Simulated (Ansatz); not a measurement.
# What ZrCdS3 (model cell, started as cubic perovskite with Zr in the octahedra) distorts into, part 3 of 3

Aim: this structure of ZrCdS3 (model cell, started as cubic perovskite with Zr in the octahedra) is to be tested for unstable modes, and one is followed downhill.

Ansatz 0.2.0; DFT PBEsol, scalar-relativistic, plane waves, PAW; PAW set soft_1.

So far. Step 5 (Energy along the mode, all amplitudes (two of the runs …): The lowest of the steps tried is the last one, at 0.6 Å, 298 meV/atom below the parent; the bottom of the well need not coincide with a step. Step 7 (The new phase in its own primitive cell): The largest force component left is 0.87 meV/Å and the pressure is 0.005 GPa, within the tolerances set. The cell now holds 21.93 Å³/atom. The relaxed cell has a = 6.613, c = 17.367 Å (conventional setting).

The structure was built from a prototype and need not be the compound's stable phase.

## Step 8: Modes of the new phase, k-mesh 6×6×6, occupations fixed

A relaxed structure may still be a saddle point, so its zone-centre modes are computed. The response to a homogeneous field gives the Born charges and the dielectric tensor.

The input, input.yaml:

```yaml
crystal:
  lattice:
    - [3.3067146464, 1.9091325912, 5.7889262588]
    - [-3.3067146464, 1.9091325912, 5.7889262588]
    - [0.0, -3.8182651825, 5.7889262588]
  atoms:
    - { symbol: Cd, position: [0.25, 0.25, 0.25] }
    - { symbol: Cd, position: [0.75, 0.75, 0.75] }
    - { symbol: Zr, position: [0.5, 0.5, 0.5] }
    - { symbol: Zr, position: [0.0, 0.0, 0.0] }
    - { symbol: S, position: [0.3764842385, 0.75, 0.1235157615] }
    - { symbol: S, position: [0.6235157615, 0.25, 0.8764842385] }
    - { symbol: S, position: [0.8764842385, 0.6235157615, 0.25] }
    - { symbol: S, position: [0.1235157615, 0.3764842385, 0.75] }
    - { symbol: S, position: [0.25, 0.8764842385, 0.6235157615] }
    - { symbol: S, position: [0.75, 0.1235157615, 0.3764842385] }
kpoints:
  mp_grid: { grid: [6, 6, 6] }
hamiltonian:
  xc: pbesol
  pseudopotentials: { kind: paw, azcp: { folder: soft_1 }, xc_functional: pbe }
scf:
  occupations: { method: fixed }
output:
  eigenvalues: true
phonons:
  method: dfpt
  dielectric: true
  rigid_motions: translations
```

Command:

```console
> ansatz run input.yaml --threads 8 --pin off --max-ram 16384MiB --backend cpu --events-out ev --progress --plain --runs-dir out
```

Numbers of over 12 decimals in the logs are rounded to 6 here.

The program printed:

```text
[...]
Crystal: 10 atoms, lattice volume = 219.271 Å³
Basis set: ecut = 420 eV, 4273 PW (Γ), exchange–correlation on 96×96×96 points (8 copies of the dense FFT grid, shifted against one another)
Bands: 60, of which v1, the nominal top of the filled ones, is band 50 counted from 1 (49 counted from 0)
Symmetry: 12 space group operations
k-points: 112 of 216 (irreducible under 1 space group operation, time reversal used)
[...]
SCF iter   1: F=—  HF=-29946.627986 eV  |F-HF|=—  |Δ(HF+E_count)|=         —  Δρ=3.39e-2  dr2=3.77e0  ethr=3.10e-3  ⟨swp⟩=5.5  Hψ=23200  notcnv=0  defer=870
[...]
SCF iter  11: F=-29945.614415 eV  HF=-29945.614415 eV  |F-HF|=1.09e-11  |Δ(HF+E_count)|=  1.46e-10  Δρ=1.33e-7  dr2=6.02e-11  ethr=1.00e-12  ⟨swp⟩=15.9  Hψ=45219  notcnv=0
SCF 1 converged in 11 iterations: F = -29945.614415 eV  dr2 = 6.02e-11
[...]
NSCF: frozen V_eff on 6 k-points
DFPT response loops at Γ: preconditioner auto → Resta (q_TF=auto, 2.394 Å⁻¹)  ε∞=8.0 (no band partly filled); β = 1.00, the filter's whole step (`scf.mixing.beta` (0.50) is not read by the response loops at its default; to damp them type it under 1.00, their step now; it binds the ground state too); Broyden in place of MSR1
── the response to a field inside a basis, on 8×8×8 k-points: an SCF that follows is theirs, and a resumed run solves both again ──
Bands: 51, of which v1, the nominal top of the filled ones, is band 50 counted from 1 (49 counted from 0)
k-points: 60 of 512
[...]
Eigensolver: Dense (60 Hₖ)
SCF iter   1: F=—  HF=-29945.370144 eV  |F-HF|=—  |Δ(HF+E_count)|=         —  Δρ=3.95e-4  dr2=1.43e-4  ethr=1.00e-1
[...]
SCF iter   5: F=-29945.370170 eV  HF=-29945.370170 eV  |F-HF|=4.00e-9  |Δ(HF+E_count)|=   1.12e-7  Δρ=1.85e-6  dr2=7.88e-9  ethr=3.14e-10
SCF 1 converged in 5 iterations: F = -29945.370170 eV  dr2 = 7.88e-9
[...]
WARN: field response: ε∞ stands inside a basis, on 8×8×8 points; the force constants stand on the 6×6×6 k-mesh, whose period is 12.51 times the interband length at k = (0.0000, 0.0000, 0.0000), direct gap 1.119 eV, under 14: take them and everything formed from them as unconverged, and compare with a denser kpoints.mp_grid
SCF converged after 11 iterations
Free energy (F): -29945.614415 eV
[...]
Internal energy: -29945.614415 eV  (E = F + TS)
E sigma→0 (E₀):  -29945.614415 eV
Fermi energy:    7.992053 eV
[...]
--- Band table (eV; the first three rows and the last of 112) ---
  k-point 0: bands = [... 46 lower, 7.5589, 7.7802, 7.7802, 7.9921, 9.1107, 9.1797, 9.1797, 10.3363, ... 6 higher]
  k-point 1: bands = [... 46 lower, 7.3913, 7.5394, 7.5438, 7.8162, 9.2853, 9.3785, 9.4937, 10.4205, ... 6 higher]
  k-point 2: bands = [... 46 lower, 7.1325, 7.3792, 7.4207, 7.5687, 9.4597, 9.5905, 9.9396, 10.3063, ... 6 higher]
  k-point 111: bands = [... 46 lower, 7.4925, 7.4925, 7.4925, 7.4925, 9.8809, 9.8809, 10.5032, 10.5032, ... 6 higher]
--- Phonons (Γ-DFPT): 6 representative perturbations + reference, on 112 of 216 k-points (Σ response iterations 21) ---
  k mesh reduced under 1 symmetry operation, with k and −k counted as one. Each operation leaves every solved perturbation unchanged. A smaller set is not considered because the run solves the response to a homogeneous field
  ASR residual: 1.163e-4 → 0.000e0 eV/Å²; symmetrization residual: 8.378e-6 eV/Å²
  ASR residual per site (eV/Å²): 1.16e-4 1.16e-4 3.95e-5 3.95e-5 4.06e-5 4.06e-5 4.06e-5 4.06e-5 4.06e-5 4.06e-5
  Γ frequencies (cm⁻¹): -46.36 -31.74 0.00 0.00 0.00 24.74 24.74 62.08 62.08 64.13 64.13 64.55 103.35 103.35 143.89 196.48 197.41 197.41 233.24 233.24 248.98 274.81 277.62 283.22 283.22 302.48 302.48 304.95 304.95 393.22
  ε∞ (high-frequency dielectric tensor):
       11.545927     0.000000     0.000000
        0.000000    11.545927     0.000000
        0.000000     0.000000    10.736893
  softest optical mode at Γ: -46.36 cm⁻¹; the repairs (sum rule, projections) moved no ω² at Γ by more than (1.61 cm⁻¹)²
  Born effective charges Z* (e; rows j = field, columns β = displacement):
    site 0:
         2.79660   -0.00000    0.00000
         0.00000    2.79660    0.00000
         0.00000    0.00000    1.76737
    site 1:
         2.79660   -0.00000    0.00000
         0.00000    2.79660    0.00000
         0.00000    0.00000    1.76737
    site 2:
         7.51820   -0.64206   -0.00000
         0.64206    7.51820   -0.00000
         0.00000   -0.00000    7.80274
    site 3:
         7.51820    0.64206    0.00000
        -0.64206    7.51820   -0.00000
        -0.00000   -0.00000    7.80274
    site 4:
        -3.84256    0.70025   -1.84356
         0.70025   -3.03398    1.06438
        -1.99382    1.15113   -3.19004
    site 5:
        -3.84256    0.70025   -1.84356
         0.70025   -3.03398    1.06438
        -1.99382    1.15113   -3.19004
    site 6:
        -2.62968   -0.00000   -0.00000
        -0.00000   -4.24685   -2.12876
        -0.00000   -2.30227   -3.19004
    site 7:
        -2.62968   -0.00000   -0.00000
        -0.00000   -4.24685   -2.12876
        -0.00000   -2.30227   -3.19004
    site 8:
        -3.84256   -0.70025    1.84356
        -0.70025   -3.03398    1.06438
         1.99382    1.15113   -3.19004
    site 9:
        -3.84256   -0.70025    1.84356
        -0.70025   -3.03398    1.06438
         1.99382    1.15113   -3.19004
  Z* charge neutrality: 1.896e-2 e pre-enforcement
  solved inside a basis spanned on kpoints, on 8×8×8 k-points, its susceptibility summed on 10×10×10: ε∞ is read to err by 5.6e-2, Z* by 6.9e-2 e (field_mesh: kpoints solves on kpoints); Z* is corrected for what the basis lacks
  optical modes at Γ without the LO–TO term, one row a degenerate level:
      ω (cm⁻¹)  modes    IR ((D/Å)²/amu)
        -46.36      1             4.9016
        -31.74      1             0.0000
         24.74      2             0.2394
         62.08      2            28.7843
         64.13      2             0.0000
         64.55      1            27.8196
        103.35      2             0.0000
[...]
optical modes at Γ + LO–TO along q̂ = [1.0000, 0.0000, 0.0000]:
      ω (cm⁻¹)  modes    IR ((D/Å)²/amu)
[...]
optical modes at Γ + LO–TO along q̂ = [0.0000, 1.0000, 0.0000]:
      ω (cm⁻¹)  modes    IR ((D/Å)²/amu)
[...]
optical modes at Γ + LO–TO along q̂ = [0.0000, 0.0000, 1.0000]:
      ω (cm⁻¹)  modes    IR ((D/Å)²/amu)
[...]
127.77      1             5.2016
        143.89      1             0.0000
        196.48      1             0.0000
        197.41      2             2.4231
        233.24      2           131.3774
        274.81      1             0.0000
        277.62      1             0.0000
        283.22      2             0.0000
        302.48      2             0.0000
        304.95      2            28.4904
        372.48      1            93.5905
        393.22      1             0.0000
```

It took 4.5 min on 8 threads of AMD EPYC 7B13 (Zen 3), shared host; peak memory 5.7 GiB; 32 min of CPU time.

This step gave:

* sum-rule residual before enforcement: 1.16e-4 eV/Å²
* miss of the charge sum rule: 0.01896 e
* estimated error of the dielectric tensor: 0.05625
* estimated error of the Born charges: 0.06869 e
* point group: -3m
* highest optical mode at the zone centre (no LO-TO term): 393.2 cm⁻¹
* lowest optical zone-centre mode: -46.36 cm⁻¹
* mean high-frequency dielectric constant: 11.28
* largest Born charge (third of the trace): 7.613 e
* top of the zone-centre spectrum with the field: 393.2 cm⁻¹

Patterns of degenerate modes are one choice out of their space. The modes at Γ (shares of kinetic energy by element, %) (negative means imaginary):

```tsv
mode	frequency (cm⁻¹)	symmetry	Cd %	Zr %	S %
1	-46.4	A2u	59	8	32
2	-31.7	A2g	100	0	0
3	0.0	acoustic	37	30	32
4	0.0	acoustic	37	30	32
5	0.0	acoustic	37	30	32
6	24.7	Eu	27	26	48
7	24.7	Eu	27	26	48
8	62.1	Eu	3	40	57
9	62.1	Eu	3	40	57
10	64.1	Eg	36	0	64
11	64.1	Eg	36	0	64
12	64.5	A2u	3	53	44
13	103.3	Eg	50	0	50
14	103.3	Eg	50	0	50
15	143.9	A2g	0	0	100
16	196.5	A1u	0	86	14
17	197.4	Eu	16	79	5
18	197.4	Eu	16	79	5
19	233.2	Eu	13	18	69
20	233.2	Eu	13	18	69
21	249.0	A2u	0	8	91
22	274.8	A1g	0	0	100
23	277.6	A1u	0	14	86
24	283.2	Eg	12	0	88
25	283.2	Eg	12	0	88
26	302.5	Eg	2	0	98
27	302.5	Eg	2	0	98
28	304.9	Eu	4	7	89
29	304.9	Eu	4	7	89
30	393.2	A2g	0	0	100
```

Displacements in mode 1 (-46.4 cm⁻¹), the largest set to 1:
```
Cd1  0.00  0.00  1.00
Cd2  0.00  0.00  1.00
Zr3  0.00  0.00 -0.42
Zr4  0.00  0.00 -0.42
S5   0.18 -0.10 -0.77
S6   0.18 -0.10 -0.77
S7   0.00  0.20 -0.77
S8   0.00  0.20 -0.77
S9  -0.18 -0.10 -0.77
S10 -0.18 -0.10 -0.77
```

Displacements in mode 30 (393.2 cm⁻¹), the largest set to 1:
```
Cd1  0.00  0.00 -0.01
Cd2  0.00  0.00  0.01
Zr3  0.00  0.00  0.00
Zr4  0.00  0.00  0.00
S5   0.87 -0.50  0.81
S6  -0.87  0.50 -0.81
S7   0.00 -1.00 -0.81
S8   0.00  1.00  0.81
S9   0.87  0.50 -0.81
S10 -0.87 -0.50  0.81
```

Optical modes at the zone centre, without and with the macroscopic field of the longitudinal modes; each column is sorted by frequency, so a row need not hold one and the same mode. Modes with and without the field, by row:

```tsv
rank among optical modes	no field (cm⁻¹)	q along (1, 0, 0) (cm⁻¹)	q along (0, 0, 1) (cm⁻¹)
1	-46.4	-46.4	-38.2
2	-31.7	-31.7	-31.7
3	24.7	24.7	24.7
4	24.7	25.1	24.7
5	62.1	62.1	62.1
6	62.1	64.1	62.1
7	64.1	64.1	64.1
8	64.1	64.5	64.1
9	64.5	94.6	103.3
10	103.3	103.3	103.3
11	103.3	103.3	127.8
12	143.9	143.9	143.9
13	196.5	196.5	196.5
14	197.4	197.4	197.4
15	197.4	198	197.4
16	233.2	233.2	233.2
17	233.2	249	233.2
18	249	274.8	274.8
19	274.8	277.6	277.6
20	277.6	283.2	283.2
21	283.2	283.2	283.2
22	283.2	287.3	302.5
23	302.5	302.5	302.5
24	302.5	302.5	304.9
25	304.9	304.9	304.9
26	304.9	374.3	372.5
27	393.2	393.2	393.2
```

Born charge (rows field, columns displacement) (e), principal values of the symmetric part by kind of site:

```tsv
atom	atoms with these values	low	middle	high	mean
Cd1	2	1.77	2.80	2.80	2.45
Zr3	2	7.52	7.52	7.80	7.61
S5	6	-6.00	-2.63	-1.44	-3.36
```

In full for Cd1:

```
2.80 0.00 0.00
0.00 2.80 0.00
0.00 0.00 1.77
```

High-frequency dielectric tensor:

```
11.55  0.00  0.00
 0.00 11.55  0.00
 0.00  0.00 10.74
```

Transverse modes; imaginary modes are left out. Infrared lines, with heights relative to the strongest:

```tsv
position (cm⁻¹)	lines merged	relative intensity
25	1	0.2
62	1	22
64	2	21
103	1	0.0
144	1	0.0
196	1	0.0
197	1	1.8
233	1	100
249	1	50
275	1	0.0
278	1	0.0
283	1	0.0
302	1	0.0
305	1	22
393	1	0.0
```

Before it was imposed, the acoustic sum rule was missed by 1.2e-4 eV/Å² and the charge sum rule by 0.019 e. Small misses are needed for a sound result but don't prove that mesh and cutoff are converged. The lowest optical mode is imaginary, 46.4i cm⁻¹, so the energy falls along it.

The log warns of the k mesh: “the force constants stand on the 6×6×6 k-mesh, whose period is 12.51 times the interband length at k = (0.0000, 0.0000, 0.0000), direct gap 1.119 eV, under 14: take them and everything formed from them as unconverged”.

## Step 9: Summary of results

* unstable mode of the parent: q = (-0.5, -0.5, -0.5), 180i cm⁻¹
* depth at the lowest point sampled: 298 meV/atom
* largest atomic shift at that point: 0.6 Å
* space group reached (within 0.01 Å): R-3c
* energy gained over the parent (first relaxation, on the mesh of the frozen mode): 488 meV/atom
* volume per atom, phase reached: 21.9 Å³
* gap on the k-mesh, phase reached: 0.927 eV
* lowest optical zone-centre mode, phase reached: -46.4 cm⁻¹
* highest optical mode at the zone centre (no LO-TO term), phase reached: 393 cm⁻¹

What this shows: Along this mode the structure falls into R-3c, 488 meV/atom below the parent. At the parent's cell the well is 298.1 meV/atom deep on the steps tried, with its lowest point at a shift of 0.6 Å. That is the last step tried, so the steps alone don't bracket the bottom of the well. Relaxing atoms and cell changes the gain by +190.02 meV/atom against the lowest step (energies at zero smearing). The new phase still has an imaginary mode at the zone centre of its cell, so it is a saddle point on the way to a lower structure. Of the 4 patterns followed to their end from this parent, this one reaches the lowest energy. Each path keeps the symmetry of its pattern, so a lower phase may lie along a pattern not tried. With the field response the log warns that the k mesh is coarse for the force constants too, so the frequencies may not be converged. With no gap, or one that is small against the smearing, the frequencies hang on the k mesh and the smearing, most of all near Kohn anomalies. The PAW files were made for PBE and serve the other functionals too. A phonon run warned that its eigensolver left some bands unconverged in a pass. The starting cell was built on a prototype and not taken from a measurement, so the phase need not exist.

[Logs are printed without paths, hosts, clocks, repeated set-up lines and the standing remarks that a program may print on its own settings, such as how far it seeks lower states.]

[Hosts, paths, dates, database ids (printed as entryN), source tags and the programs' standing remarks are cut or masked in the printed files.]
